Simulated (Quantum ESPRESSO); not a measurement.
## E(M) of MnH2O2 (Pyrochroite)

Aim: the energy of MnH2O2 (Pyrochroite) as a function of the total spin moment of its primitive cell.

Program: Quantum ESPRESSO 7.5. Level of theory: PBEsol; plane waves with GBRV 1.5 PBEsol potentials, no spin-orbit coupling. Results are calculated unless marked as measured.

Report form: the programs' logs are mostly left out.

## Step 1: The starting structure

The structure is trigonal, space group P-3m1 (No. 164). The conventional cell has a = 3.250 Å, b = 3.250 Å, c = 4.480 Å, α = 90.00°, β = 90.00°, γ = 120.00°. Nearest to Mn lie 6 O at 2.13 Å. Nearest to H lie 1 O at 0.99 Å. Nearest to O lie 1 H at 0.99 Å and 3 Mn at 2.13 Å. Farther neighbours and most contacts between anions are not listed.

The cell comes from the Crystallography Open Database.

## Step 2: The free run

pw.in reads:

```
&CONTROL
  calculation = 'scf'
  prefix = 'pwscf'
  outdir = './tmp'
  pseudo_dir = './pseudo'
  disk_io = 'nowf'
/
&SYSTEM
  ibrav = 0
  celldm(1) = 8
  nat = 5
  ntyp = 3
  ecutwfc = 40
  ecutrho = 280
  nbnd = 25
  occupations = 'smearing'
  smearing = 'fd'
  degauss = 0.00734986
  nspin = 2
  starting_magnetization(1) = 0.3
  starting_magnetization(2) = 0
  starting_magnetization(3) = 0
/
&ELECTRONS
  conv_thr = 1d-08
  electron_maxstep = 150
  mixing_beta = 0.3
/
ATOMIC_SPECIES
Mn     54.9380 mn_pbesol_v1.5.uspp.F.UPF
H       1.0080 h_pbesol_v1.4.uspp.F.UPF
O      15.9990 o_pbesol_v1.2.uspp.F.UPF
CELL_PARAMETERS alat
   0.7677012381292    0.0000000000000    0.0000000000000
  -0.3838506190646    0.6648487747368    0.0000000000000
   0.0000000000000    0.0000000000000    1.0582466297904
ATOMIC_POSITIONS crystal
Mn      0.0000000000    0.0000000000    0.0000000000
H       0.3333333333    0.6666666667    0.4460000000
H       0.6666666667    0.3333333333    0.5540000000
O       0.3333333333    0.6666666667    0.2260000000
O       0.6666666667    0.3333333333    0.7740000000
K_POINTS automatic
8 8 8 0 0 0
```

On the command line:

```sh
> OMP_NUM_THREADS=1 mpirun -n 2 pw.x -nk 2 -in pw.in > pw.out
```

Run time: 28 s. Hardware: 2 MPI ranks of Arm Neoverse V1, shared host; peak memory 0.27 GiB.

Spin moment in the atom's sphere by atom:

| atom | spin moment in the atom's sphere (μB) |
| --- | --- |
| Mn1 | 4.10 |
| H2 | 0.01 |
| H3 | 0.01 |
| O4 | 0.05 |
| O5 | 0.05 |

This step gave:

* smearing term TS: 0.002611 eV
* magnetization: 4.999 μB
* absolute magnetization: 4.999 μB
* final state: ferromagnetic

## Step 3: Moment fixed at 0 μB

The two spin channels are filled to separate Fermi energies, so that the total moment meets the target. Half of the up one less the down one is the slope dE/dM.

Changes to pw.in since step 2:

```diff
@@ -14,3 +14,3 @@
   ecutrho = 280
-  nbnd = 25
+  nbnd = 26
   occupations = 'smearing'
@@ -19,5 +19,6 @@
   nspin = 2
-  starting_magnetization(1) = 0.3
+  starting_magnetization(1) = 0.015
   starting_magnetization(2) = 0
   starting_magnetization(3) = 0
+  tot_magnetization = 0
 /
```

Run time: 27 s. Hardware: 2 MPI ranks; peak memory 0.27 GiB; 55 s of CPU time.

This step gave:

| Quantity | Value |
| --- | --- |
| magnetization | 0 μB |
| absolute magnetization | 0 μB |
| half the difference of the two Fermi energies | -0.2 meV |
| largest moment | 0 μB |

## Step 4: Moment fixed at 0.844 μB

Changes to pw.in since step 3:

```diff
@@ -14,3 +14,3 @@
   ecutrho = 280
-  nbnd = 26
+  nbnd = 27
   occupations = 'smearing'
@@ -19,6 +19,6 @@
   nspin = 2
-  starting_magnetization(1) = 0.015
+  starting_magnetization(1) = 0.0563
   starting_magnetization(2) = 0
   starting_magnetization(3) = 0
-  tot_magnetization = 0
+  tot_magnetization = 0.844
 /
```

Run time: 39 s. Hardware: 2 MPI ranks; peak memory 0.27 GiB; 78 s of CPU time.

Spin moment in the atom's sphere by atom:

| atom | spin moment in the atom's sphere (μB) |
| --- | --- |
| Mn1 | 0.783 |
| H2 | 0.001 |
| H3 | 0.001 |
| O4 | -0.006 |
| O5 | -0.006 |

This step gave:

```yaml
magnetization: 0.844 μB
absolute_magnetization: 0.923 μB
half_the_difference_of_the_two_fermi_energies: -290 meV
```

## Step 5: Moment fixed at 1.687 μB

Changes to pw.in since step 4:

```diff
@@ -19,6 +19,6 @@
   nspin = 2
-  starting_magnetization(1) = 0.0563
+  starting_magnetization(1) = 0.1125
   starting_magnetization(2) = 0
   starting_magnetization(3) = 0
-  tot_magnetization = 0.844
+  tot_magnetization = 1.687
 /
```

It took 34 s on 2 MPI ranks; peak memory 0.27 GiB.

Read from the output:

* magnetization: 1.687 μB
* absolute magnetization: 1.768 μB
* half the difference of the two Fermi energies: -238.5 meV
* largest moment: 1.531 μB

## Step 6: The curve

The runs not shown differ in the target, the start and the number of states alone. The point at 5.00 μB is the free run, entered with slope zero.

Table of energy over the lowest by total spin moment:

| total spin moment (μB a cell) | energy over the lowest (meV a cell) |
| --- | --- |
| 0.00 | 1831 |
| 0.84 | 1692 |
| 1.69 | 1512 |
| 2.53 | 1241 |
| 3.38 | 849 |
| 4.22 | 390 |
| 5.00 | 0 |
| 5.06 | 139 |
| 5.91 | 3000 |
| 6.75 | 6523 |

The dE/dM by total spin moment:

| total spin moment (μB a cell) | dE/dM (meV/μB) |
| --- | --- |
| 0.00 | -0.200 |
| 0.84 | -290 |
| 1.69 | -238 |
| 2.53 | -401 |
| 3.38 | -515 |
| 4.22 | -563 |
| 5.00 | 0 |
| 5.06 | 2429 |
| 5.91 | 3868 |
| 6.75 | 4393 |

Largest site moment against total spin moment:

| total spin moment (μB a cell) | largest site moment (μB) |
| --- | --- |
| 0.00 | 8.5e-5 |
| 0.84 | 0.783 |
| 1.69 | 1.53 |
| 2.53 | 2.26 |
| 3.38 | 2.95 |
| 4.22 | 3.58 |
| 5.00 | 4.10 |
| 5.06 | 4.11 |
| 5.91 | 4.14 |
| 6.75 | 4.17 |

## Step 7: What came out

```json
{
  "moment of the free run": "5.00 μB a cell",
  "energy at zero total moment": "1831 meV a cell over the lowest"
}
```

At zero total moment the site moments vanish, so the 1831 meV a cell is the energy of forming them. The points show one minimum alone. The free run has a whole-number moment, and the slope goes from -563 to 2429 meV/μB between its neighbours: a kink, as where a spin channel has a gap, so no stiffness is given. The cell holds one seeded atom, so opposed orders, which may lie lower, cannot form in it. Energies are free energies at an electronic temperature of 1160 K, which lowers moments and differences where the moments are itinerant. No Hubbard term acts here. In such compounds local and semilocal functionals without one often delocalise the d electrons, and can shrink or lose moments and miss the size, sign and order of the couplings.

[Logs and program files are shortened in this print: banners, set-up blocks, solver, clock and traceback lines can be left out without a mark of their own.]

[Logs are printed without paths, hosts, clocks, repeated set-up lines and the standing remarks that a program may print on its own settings, such as how far it seeks lower states.]

[Hosts, paths, dates, database ids (printed as entryN), source tags and the programs' standing remarks are cut or masked in the printed files.]

[Where a cell is said to come from a database of computed structures, the database is the Materials Project.]
